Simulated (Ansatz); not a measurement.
# YAu (Pm-3m): phonons and vibrational spectra, part 2 of 2

Wanted: phonon frequencies of YAu (Pm-3m) and what follows from them.

Ansatz 0.2.0; DFT PBEsol, scalar-relativistic, plane waves, PAW; PAW set soft_1.

So far. Step 3 (Relaxing to small forces for the phonons): The forces vanish by symmetry and the pressure is 0.000 GPa, within the tolerances set. The cell now holds 22.35 Å³/atom. The relaxed cell has a = 3.549 Å (conventional setting).

## Step 4: Zone-centre response

The zone centre comes first: it holds the modes that light can see, as far as symmetry allows. No field response is asked, since the mesh shows no gap.

input.yaml

```yaml
crystal:
  lattice:
    - [3.5490849273, 0.0, 0.0]
    - [0.0, 3.5490849273, 0.0]
    - [0.0, 0.0, 3.5490849273]
  atoms:
    - { symbol: "Y", position: [0.5, 0.5, 0.5] }
    - { symbol: Au, position: [0.0, 0.0, 0.0] }
kpoints:
  mp_grid: { grid: [12, 12, 12] }
hamiltonian:
  xc: pbesol
  pseudopotentials: { kind: paw, azcp: { folder: soft_1 }, xc_functional: pbe }
scf:
  occupations: { method: methfessel_paxton, width: 0.2 }
output:
  eigenvalues: true
phonons:
  method: dfpt
```

The run is started by

```
ansatz run input.yaml --threads 4 --pin off --max-ram 10240MiB --backend cpu --events-out ev --progress --plain --runs-dir out
```

Numbers of over 12 decimals in the logs are rounded to 6 here.

The program printed:

```text
[...]
Crystal: 2 atoms, lattice volume = 44.704 Å³
Basis set: ecut = 420 eV, 895 PW (Γ), exchange–correlation on 48×48×48 points (8 copies of the dense FFT grid, shifted against one another)
Bands: 19, of which v1, the nominal top of the filled ones, is band 15 counted from 1 (14 counted from 0)
Symmetry: 48 space group operations
k-points: 196 of 1728 (irreducible under 8 space group operations, time reversal used)
[...]
SCF iter   1: F=—  HF=-16813.407614 eV  |F-HF|=—  |Δ(HF+E_count)|=         —  Δρ=2.69e-1  dr2=6.21e1  ethr=3.10e-3  ⟨swp⟩=4.2  Hψ=14348  notcnv=0
[...]
SCF iter  12: F=-16805.681205 eV  HF=-16805.681205 eV  |F-HF|=1.09e-11  |Δ(HF+E_count)|=  1.46e-11  S|Δr|=    0.00e0  Δρ=2.98e-8  dr2=7.30e-13  ethr=1.00e-12  ⟨swp⟩=5.7  Hψ=14653  notcnv=0
the search or the solves at the SCF's close seem to have found levels that the self-consistency loop had missed (the run counts 2). By its estimate they hold under 1e-12 electrons; where the run keeps them, the occupations were computed again with them
SCF 1 converged in 12 iterations: F = -16805.681205 eV  dr2 = 7.30e-13
[...]
DFPT response loops at Γ: preconditioner auto → Kerker (q_TF=auto, 2.553 Å⁻¹) (partly filled bands, converged f_vac=0.000); β = 1.00, the filter's whole step (`scf.mixing.beta` (0.50) is not read by the response loops under this deck's `scf.mixing.preconditioner`; to damp them name `kerker` or `kerker_dos`, under which they read `scf.mixing.beta`, and type it under 1.00, their step now; both keys bind the ground state too); Broyden in place of MSR1
SCF converged after 12 iterations
[...]
Free energy (F): -16805.681205 eV
[...]
Internal energy: -16805.687361 eV  (E = F + TS)
E sigma→0 (E₀):  -16805.682744 eV
Entropy (-TS):   0.006156 eV (3.078 meV/atom)
Fermi energy:    15.204296 eV
[...]
--- Band table (eV; the first three rows and the last of 196) ---
  k-point 0: bands = [... 11 lower, 10.7205, 10.7205, 10.7205, 16.0903, 16.0903, 19.7224, 19.7224, 19.7224]
  k-point 1: bands = [... 11 lower, 10.7085, 10.7085, 10.7313, 16.0293, 16.0929, 19.1120, 19.1120, 19.6846]
  k-point 2: bands = [... 11 lower, 10.6763, 10.6763, 10.7611, 15.8611, 15.9758, 18.2673, 18.2673, 19.5821]
  k-point 195: bands = [... 11 lower, 11.4681, 11.4681, 13.3658, 13.3658, 13.3658, 15.1643, 20.7153, 20.7153]
--- Phonons (Γ-DFPT): 2 representative perturbations + reference, on 196 of 1728 k-points (Σ response iterations 6) ---
  k mesh reduced under 8 symmetry operations, with k and −k counted as one. Each operation leaves every solved perturbation unchanged. A smaller set is not used because it would not reduce the number of displacements times k-points to solve
  ASR residual: 5.248e-5 → 0.000e0 eV/Å²; symmetrization residual: 3.524e-5 eV/Å²
  ASR residual per site (eV/Å²): 1.56e-5 5.25e-5
  Γ frequencies (cm⁻¹): 0.00 0.00 0.00 104.98 104.98 104.98
  non-analytic LO–TO correction: not included (Born effective charges unavailable; polar crystals: no LO–TO splitting at Γ)
```

It took 11 s on 4 threads of Intel Xeon Platinum 8259CL at 2.50GHz (Skylake/Cascade Lake), shared host; peak memory 0.81 GiB.

Numbers from this step:

| Property | Result |
| --- | --- |
| sum-rule residual before enforcement | 5.25e-5 eV/Å² |
| point group | m-3m |
| highest optical mode at the zone centre (no LO-TO term) | 105.0 cm⁻¹ |
| lowest optical zone-centre mode | 105.0 cm⁻¹ |

Patterns of degenerate modes are one choice out of their space. The modes at Γ (shares of kinetic energy by element, %):

```tsv
mode	frequency (cm⁻¹)	symmetry	Y %	Au %
1	0.0	acoustic	31	69
2	0.0	acoustic	31	69
3	0.0	acoustic	31	69
4	105.0	T1u	69	31
5	105.0	T1u	69	31
6	105.0	T1u	69	31
```

Displacements in mode 5 (105.0 cm⁻¹), the largest set to 1:
```
Y1   1.00  0.00  0.00
Au2 -0.45  0.00  0.00
```

Before it was imposed, the acoustic sum rule was missed by 5.2e-5 eV/Å². Small misses are needed for a sound result but don't prove that mesh and cutoff are converged. The lowest optical mode is real, 105 cm⁻¹.

## Step 5: The dispersion

Stability and thermal properties need the whole zone. Linear response on a 4×4×4 q mesh gives force constants as far as a supercell of that size would.

Changes to input.yaml since step 4:

```diff
@@ -19 +19,8 @@
   method: dfpt
+  qmesh: [4, 4, 4]
+  temperatures: { t_max: 1000, t_step: 50 }
+  qpath:
+    path:
+      - [[0.0, 0.0, 0.0], [0.0, 0.5, 0.0], [0.5, 0.5, 0.0], [0.0, 0.0, 0.0], [0.5, 0.5, 0.5], [0.0, 0.5, 0.0]]
+      - [[0.5, 0.5, 0.5], [0.5, 0.5, 0.0]]
+    npoints: 10
```

The program printed:

```text
[...]
Crystal: 2 atoms, lattice volume = 44.704 Å³
Basis set: ecut = 420 eV, 895 PW (Γ), exchange–correlation on 48×48×48 points (8 copies of the dense FFT grid, shifted against one another)
Bands: 19, of which v1, the nominal top of the filled ones, is band 15 counted from 1 (14 counted from 0)
Symmetry: 48 space group operations
k-points: 84 of 1728
[...]
SCF iter   1: F=—  HF=-16813.407594 eV  |F-HF|=—  |Δ(HF+E_count)|=         —  Δρ=2.69e-1  dr2=6.21e1  ethr=3.10e-3  ⟨swp⟩=4.2  Hψ=6155  notcnv=0
[...]
SCF iter  12: F=-16805.681205 eV  HF=-16805.681205 eV  |F-HF|=3.64e-12  |Δ(HF+E_count)|=  1.82e-11  S|Δr|=    0.00e0  Δρ=2.96e-8  dr2=7.23e-13  ethr=1.00e-12  ⟨swp⟩=5.6  Hψ=6249  notcnv=0
[...]
SCF 1 converged in 12 iterations: F = -16805.681205 eV  dr2 = 7.23e-13
[...]
SCF iter   1: F=—  HF=-16805.681205 eV  |F-HF|=—  |Δ(HF+E_count)|=         —  Δρ=1.56e-7  dr2=1.42e-11  ethr=6.08e-9  ⟨swp⟩=4.1  Hψ=11718  notcnv=0
eigensolver tolerance schedule: the retry pair's looser diagonalisation over-reported the residual by 128074.96 of it (diagonalisation noise at 0.34 of the residual, at the tolerance the schedule requests for it); recorded, not acted on — ethr = c·dr2/N_el stays at c = 1.0e-1
[...]
SCF iter   2: F=-16805.681205 eV  HF=-16805.681205 eV  |F-HF|=3.64e-12  |Δ(HF+E_count)|=   2.41e-8  S|Δr|=    0.00e0  Δρ=5.46e-8  dr2=1.24e-12  ethr=1.00e-12  ⟨swp⟩=3.0  Hψ=6827  notcnv=0
SCF 2 converged in 2 iterations: F = -16805.681205 eV  dr2 = 1.24e-12
phonons: the bands overlap, so this run is a metal and interpolates without the dipole-dipole term. If the crystal is really an insulator or semiconductor, its LO-TO splitting is missing
NSCF: frozen V_eff on 84 k-points
[...]
DFPT response loops at q = (0, 0, 0) (fractional): preconditioner auto → Kerker (q_TF=auto, 2.553 Å⁻¹) (partly filled bands, converged f_vac=0.000); β = 1.00, the filter's whole step (`scf.mixing.beta` (0.50) is not read by the response loops under this deck's `scf.mixing.preconditioner`; to damp them name `kerker` or `kerker_dos`, under which they read `scf.mixing.beta`, and type it under 1.00, their step now; both keys bind the ground state too); Broyden in place of MSR1
[...]
SCF converged after 12 iterations
[...]
Free energy (F): -16805.681205 eV
[...]
Internal energy: -16805.687361 eV  (E = F + TS)
E sigma→0 (E₀):  -16805.682744 eV
Entropy (-TS):   0.006156 eV (3.078 meV/atom)
Fermi energy:    15.204296 eV
[...]
--- Band table (eV; the first three rows and the last of 84) ---
  k-point 0: bands = [... 11 lower, 10.7205, 10.7205, 10.7205, 16.0903, 16.0903, 19.7224, 19.7224, 19.7224]
  k-point 1: bands = [... 11 lower, 10.7085, 10.7085, 10.7313, 16.0293, 16.0929, 19.1120, 19.1120, 19.6846]
  k-point 2: bands = [... 11 lower, 10.6763, 10.6763, 10.7611, 15.8611, 15.9758, 18.2673, 18.2673, 19.5821]
  k-point 83: bands = [... 11 lower, 11.4681, 11.4681, 13.3658, 13.3658, 13.3658, 15.1643, 20.7153, 20.7153]
--- Phonons (Γ-DFPT): 2 representative perturbations + reference (Σ response iterations 6) ---
  ASR residual: 4.827e-5 → 0.000e0 eV/Å²; symmetrization residual: 3.607e-5 eV/Å²
  ASR residual per site (eV/Å²): 9.89e-6 4.83e-5
  Γ frequencies (cm⁻¹): 0.00 0.00 0.00 104.98 104.98 104.98
--- Phonons (arbitrary-q DFPT): 10 irreducible q on the 4×4×4 mesh ---
  q = [0.0000, 0.0000, 0.0000] (star 1, of the zone-centre solve; hermiticity 2.91e-5, symmetrization 1.63e-11): -0.00 -0.00 0.00 104.98 104.98 104.98
  q = [0.0000, 0.0000, 0.2500] (star 6, 4 solved perturbations in 1848 linear systems a pass and spin channel, the states on 588 of 1728 k-point pairs; hermiticity 6.69e-6, symmetrization 1.33e-12): 40.82 40.82 61.88 103.13 103.13 147.47
[...]
q = [0.0000, 0.2500, -0.5000] (star 12, 6 solved perturbations on 588 of 1728 k-point pairs; hermiticity 5.45e-6, symmetrization 6.82e-9): 40.73 49.21 49.79 88.81 133.75 170.48
[...]
sum rule: each row above includes the acoustic sum rule's correction from the zone centre's row sums; it moved no ω² by more than (0.26 cm⁻¹)²
  mesh force constants: q→R imaginary residual 1.96e-18; ASR residual 4.827e-5 → 0.000e0 eV/Å²; symmetrization residual 2.665e-15 eV/Å²
  interpolated dispersion: 62 rows × 6 modes
  density of states and harmonic sums: on the 20×20×20 q-mesh, interpolated from the force constants of a 4×4×4 supercell (no non-analytic term)
  largest difference from the sums on the solved wave vectors: F 6.90e-3 eV, S 1.09e-5 and C_V 4.01e-6 eV/K
  zero-point energy: 0.032967 eV/cell   skipped modes (ω ≤ 0): 3   left out of the sums: 6.25e-5 of the cell's modes: C_V's classical limit lies that fraction below 3 k_B per atom; for a crystal, a wire or a layer, F and S can be off by more, and a phonons.interpolated_qmesh denser along its periods is the remedy for the sampling
```

The job ended after 5.1 min (4 threads; peak memory 2.1 GiB; 19 min of CPU time).

Numbers from this step:

```
sum-rule residual before enforcement                       : 4.83e-5 eV/Å²
lowest frequency on the path                               : 0 cm⁻¹
highest frequency on the path or at a solved wavevector    : 182.4 cm⁻¹
mean frequency                                             : 88.6 cm⁻¹
Debye temperature (second moment)                          : 186 K
logarithmic mean frequency                                 : 75.6 cm⁻¹
lowest mode on the q mesh (acoustic modes at Γ apart)      : 7.44 cm⁻¹
zero-point energy per atom                                 : 16.48 meV
heat capacity at 300 K                                     : 24.47 J/(mol atoms K)
vibrational entropy at 300 K                               : 50.48 J/(mol atoms K)
edges of the widest gap between branches, on path and mesh : 68.4, 79.7 cm⁻¹
```

Frequencies (cm⁻¹) solved at each irreducible wavevector; negative means imaginary. Frequencies by wavevector, by row:

```tsv
q in reciprocal lattice units	star	mode 1	mode 2	mode 3	mode 4	mode 5	mode 6
0 0 0	1	0	0	0	105	105	105
0 0 0.25	6	40.8	40.8	61.9	103.1	103.1	147.5
0 0 -0.5	3	56.6	56.6	68.4	97.3	97.3	182.4
0 0.25 0.25	12	38	45.8	63.8	95	129.4	146.6
0 0.25 -0.5	12	40.7	49.2	49.8	88.8	133.8	170.5
0 -0.5 -0.5	3	7.4	7.4	39.7	79.7	156.6	156.6
0.25 0.25 0.25	8	49.3	49.3	52.3	129.7	129.7	138.5
0.25 0.25 -0.5	12	32.7	42	57.4	128.8	129.9	162.3
0.25 -0.5 -0.5	6	34.6	34.6	49.9	120.8	159.2	159.2
-0.5 -0.5 -0.5	1	45.2	45.2	45.2	159.6	159.6	159.6
```

Interpolated from a 4×4×4 q mesh. Phonon branches along the path, in cm⁻¹:

```tsv
point	branch 1	branch 2	branch 3	branch 4	branch 5	branch 6
Γ	0	0	0	105	105	105
halfway	41	41	62	103	103	148
X	57	57	68	97	97	182
halfway	41	49	50	89	134	170
M	7	7	40	80	157	157
halfway	38	46	64	95	129	147
Γ	0	0	0	105	105	105
halfway	49	49	52	130	130	138
R	45	45	45	160	160	160
halfway	33	42	57	129	130	162
X	57	57	68	97	97	182
jump to R	45	45	45	160	160	160
halfway	35	35	50	121	159	159
M	7	7	40	80	157	157
```

The phonon branches as a text plot (rows in cm⁻¹):

```
    179 |      ****                                    ***
    171 |     *    *                                  *
    163 |           **                             ***     *
    156 |    *        *******               *******       * *****
    148 |   *        *   **  *             *      *
    141 |           *      ** *         ***        *       *
    133 |                    *         **          **       *
    125 |  *       *           *     **             *
    118 |         *           ***   ****             **      *
    110 |**                     ** **                 **
    103 |******  *            ******                   **
     95 |      *****         *                           *    *
     87 |           *     ***                                  *
     80 |            *****                                      *
     72 |
     65 |   ******           **      ***                **
     57 |      ****        **  *                   *******
     49 |  * **    **     ****      *   ******  ***   **  *****
     42 |   *       ******    * *    *** ** ***********   ***  **
     34 | *         **   *******           *       ***       *
     27 |  *         **  *      ** **                         *
     19 |**           * *          *                           *
     11 |*              *        *                              *
      4 |              *          *
         Γ      X      M          Γ            R        X|R     M
```

Tetrahedra on a 20×20×20 mesh, mean over bins of 2 cm-1. Interpolated from a 4×4×4 q mesh. The phonon density of states by wavenumber; read off at these points:

```tsv
wavenumber (cm⁻¹)	phonon density of states (1/cm⁻¹/cell)
1.0	0
5.0	5.0e-5
11.0	0.00104
15.0	0.00318
21.0	0.00845
25.0	0.0143
31.0	0.0337
35.0	0.0659
41.0	0.121
45.0	0.0940
51.0	0.116
53.0	0.117
55.0	0.0887
61.0	0.0346
63.0	0.0506
65.0	0.0266
69.0	6.0e-5
75.0	0
79.0	3.0e-5
85.0	0.00864
89.0	0.0137
95.0	0.0238
99.0	0.0389
105.0	0.0555
109.0	0.0381
115.0	0.0343
119.0	0.0299
123.0	0.0311
129.0	0.0283
133.0	0.0282
139.0	0.0311
143.0	0.0310
149.0	0.0371
153.0	0.0459
159.0	0.0991
163.0	0.0282
169.0	0.0163
173.0	0.0118
179.0	0.00605
183.0	6.0e-5
```

The partial phonon density of states has structure finer than the step of the table below, so its rows give means over 5 cm⁻¹, whole bins alone (the curve runs from -10 to 197 cm⁻¹). Peaks (cm⁻¹: height): Au 51.2: 0.107; Y 40.8: 0.00884, 103.4: 0.0412, 122.9: 0.0387, 134.6: 0.0436, 145.1: 0.0457, 158.1: 0.0692.

Phonopy on the run's constants, 15x15x15 mesh, Gaussian sigma 2.0 cm-1. Interpolated from a 4×4×4 q mesh. The partial phonon density of states by wavenumber; means over each step; values in 1/cm⁻¹/cell:

```tsv
wavenumber (cm⁻¹)	Au	Y
-5	1.6e-5	5.3e-6
0	9.2e-5	4.1e-5
5	6.3e-5	1.2e-5
10	0.00108	1.6e-4
15	0.00352	4.6e-4
20	0.00648	8.3e-4
25	0.0137	0.00173
30	0.0297	0.00329
35	0.0605	0.00640
40	0.0928	0.00863
45	0.0960	0.00691
50	0.103	0.00463
55	0.0849	0.00249
60	0.0428	0.00105
65	0.0260	4.6e-4
70	0.00293	4.3e-5
75	2.3e-5	1.2e-4
80	5.2e-6	0.00266
85	1.0e-4	0.00947
90	4.6e-4	0.0148
95	0.00139	0.0247
100	0.00379	0.0364
105	0.00641	0.0382
110	0.00490	0.0355
115	0.00326	0.0266
120	0.00275	0.0281
125	0.00270	0.0276
130	0.00118	0.0217
135	0.00246	0.0364
140	8.0e-4	0.0179
145	0.00164	0.0401
150	0.00112	0.0334
155	0.00171	0.0557
160	0.00157	0.0573
165	5.6e-4	0.0253
170	2.2e-4	0.0147
175	9.0e-5	0.0105
180	2.2e-5	0.00485
185	4.0e-7	6.3e-4
190	0	1.8e-6
```

Second derivatives of the energy by pair, one row for each kind of neighbour of each atom listed. Each entry sums the pair over the periodic images of the supercell that the q mesh stands for, and in a polar crystal it holds the long-range dipole part too. Force constants by pair, by row:

```tsv
atom	neighbour	distance (Å)	third of the trace (eV/Å²)	along the pair's line (eV/Å²)
Y1	itself	0	5.608	–
Y1	Au	3.074	-0.2866	-0.995
Y1	Y	3.549	-0.3543	-1.473
Y1	Y	5.019	-0.0185	-0.1482
Y1	Au	5.885	-0.014	-0.0165
Y1	Y	6.147	-0.0905	-0.2615
Y1	Y	7.098	0.0262	0.0451
Au2	itself	0	2.172	–
Au2	Y	3.074	-0.2866	-0.995
Au2	Au	3.549	0.1533	0.0735
Au2	Au	5.019	0.0044	-0.0082
Au2	Y	5.885	-0.014	-0.0165
Au2	Au	6.147	-0.0567	-0.1418
Au2	Au	7.098	-0.0711	-0.1876
```

Harmonic thermodynamic functions per atom, from the density of states. Interpolated from a 4×4×4 q mesh. Thermodynamic functions, by row:

```tsv
T (K)	F_vib (meV/atom)	S (J/mol-atom/K)	C_V (J/mol-atom/K)
0	16.48	0	0
50	14.09	11.97	15.2
100	4.36	24.82	21.31
200	-30.35	40.65	23.91
300	-77.9	50.48	24.47
400	-134.1	57.55	24.67
500	-196.7	63.06	24.77
600	-264.4	67.58	24.82
700	-336.5	71.41	24.85
800	-412.3	74.73	24.87
900	-491.3	77.67	24.89
1000	-573.2	80.29	24.9
```

Harmonic mean-square displacement, third of the trace. Interpolated from a 4×4×4 q mesh. Mean square displacements, by row:

```tsv
T (K)	Y1 U_eq (Å²)	Au2 U_eq (Å²)
0	0.00171	0.00191
100	0.00327	0.00687
300	0.00868	0.02008
600	0.01713	0.04006
```

Symmetry leaves 10 wavevectors to solve. The lowest mode among them, the acoustic zeros apart, lies at q = (0, -0.5, -0.5) and is real, 7.4 cm⁻¹.

## Step 6: Summary of results

```json
{
  "space group after relaxation (within 0.01 Å)": "Pm-3m",
  "volume per atom": "22.4 Å³",
  "electronic character": "no gap on this mesh",
  "highest optical mode at the zone centre (no LO-TO term)": "105 cm⁻¹",
  "lowest optical zone-centre mode": "105 cm⁻¹",
  "lowest mode on the q mesh (acoustic modes at Γ apart)": "7.4 cm⁻¹",
  "highest frequency on the path or at a solved wavevector": "182 cm⁻¹",
  "zero-point energy per atom": "16.5 meV",
  "heat capacity at 300 K": "24.5 J/(mol atoms K)",
  "vibrational entropy at 300 K": "50.5 J/(mol atoms K)",
  "Debye temperature (second moment)": "186 K",
  "imaginary modes on the 4×4×4 q mesh": "none"
}
```

The structure is a minimum as far as tested: no mode is imaginary at the 10 irreducible wavevectors of the 4×4×4 mesh, and the softest away from the acoustic zeros lies at 7 cm⁻¹. The optical modes at Γ form one degenerate level at 105 cm⁻¹. The highest mode in this list at Γ, 105.0 cm⁻¹, has its largest share on Y (69 % of the kinetic energy). On the path and the mesh, the widest gap between branches runs from 68 to 80 cm⁻¹. With no gap, or one that is small against the smearing, the frequencies hang on the k mesh and the smearing, most of all near Kohn anomalies. Spin-orbit coupling is left out, which can matter for the heavy elements here. The PAW files were made for PBE and serve the other functionals too. These are harmonic frequencies at zero temperature: anharmonic shifts, linewidths and thermal expansion are left out.

[Logs are printed without paths, hosts, clocks, repeated set-up lines and the standing remarks that a program may print on its own settings, such as how far it seeks lower states.]

[Hosts, paths, dates, database ids (printed as entryN), source tags and the programs' standing remarks are cut or masked in the printed files.]
